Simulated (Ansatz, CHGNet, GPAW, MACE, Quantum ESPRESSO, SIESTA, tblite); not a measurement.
## Twisted graphene monolayer on bilayer, 87.80° (78 atoms): runs against a plane-wave reference

The cell holds 78 atoms: 78 C. Its edges and angles: a = 8.870 Å, b = 8.870 Å, c = 20.690 Å, α = 90.0°, β = 90.0°, γ = 120.0°. It derives from C (graphene). Graphene (a = 2.46 Å) under graphene (a = 2.46 Å), monolayer on bilayer, commensurate cell of 13 unit cells a layer, twist 87.80 deg; facing planes 3.32, 3.37 Å apart as built; 14 Å of vacuum; minimised with a classical potential. Then every atom was moved at random, 0.03 Å r.m.s. a Cartesian component. Regions: layer 1, 26 atoms (26 C); layer 2, 26 atoms (26 C); layer 3, 26 atoms (26 C). Vacuum lies along c.

Geometry: as built.

The reference, a calculation:

| Quantity | Value |
| --- | --- |
| method | Kohn-Sham DFT, PBE, PAW, plane waves (Ansatz 0.2.0); cutoff 420 eV, Γ point, fermi-dirac smearing of 0.05 eV; PAW set soft_2 |
| r.m.s. force component | 1.583 eV/Å |
| longest force | 4.863 eV/Å |
| SCF cycles | 9 |
| time | 19 s on 4 threads of Arm Neoverse V1, shared host |
| CPU time | 62 s |

Runs, in no order:
A. SIESTA PBE, SZ, shift 0.01 Ry, mesh 300 Ry: Kohn-Sham DFT, PBE, PseudoDojo 0.4.1 norm-conserving pseudopotentials (converted to PSML), numerical atomic orbitals (SZ), diagonalisation
B. MACE MP-0b3 medium potential: machine-learned interatomic potential MACE MP-0b3 medium, trained on PBE(+U) plane-wave data
C. CHGNet 0.3.0 potential: machine-learned interatomic potential CHGNet 0.3.0, trained on PBE(+U) plane-wave data
D. tblite GFN1-xTB: GFN1-xTB tight binding, diagonalisation
E. QE PBE, sssp-1.3.0-efficiency, 45/360 Ry: Kohn-Sham DFT, PBE, SSSP efficiency 1.3.0 pseudopotentials, plane waves

Q: Order them from the smallest to the largest r.m.s. force difference.

E, D, B, C, A.

```csv
run,"Δ force, r.m.s. (meV/Å)",share of r.m.s. force (%),CPU time
"E. QE PBE, sssp-1.3.0-efficiency, 45/360 Ry",3.61,0.228,11 min
D. tblite GFN1-xTB,96.4,6.09,1.6 s
B. MACE MP-0b3 medium potential,168,10.6,10 s
C. CHGNet 0.3.0 potential,330,20.8,5.8 s
"A. SIESTA PBE, SZ, shift 0.01 Ry, mesh 300 Ry",591,37.3,38 s
```

Periodic xTB results under one method name differ between programs and library versions. Machine-learned potentials mimic data converged in k, so the reference's own k-point error enters their differences. The electronic-structure runs sample only Γ, in a cell whose shortest periodic width is 8 Å.

[Logs are printed without paths, hosts, clocks, repeated set-up lines and the standing remarks that a program may print on its own settings, such as how far it seeks lower states.]

[Hosts, paths, dates, database ids (printed as entryN), source tags and the programs' standing remarks are cut or masked in the printed files.]
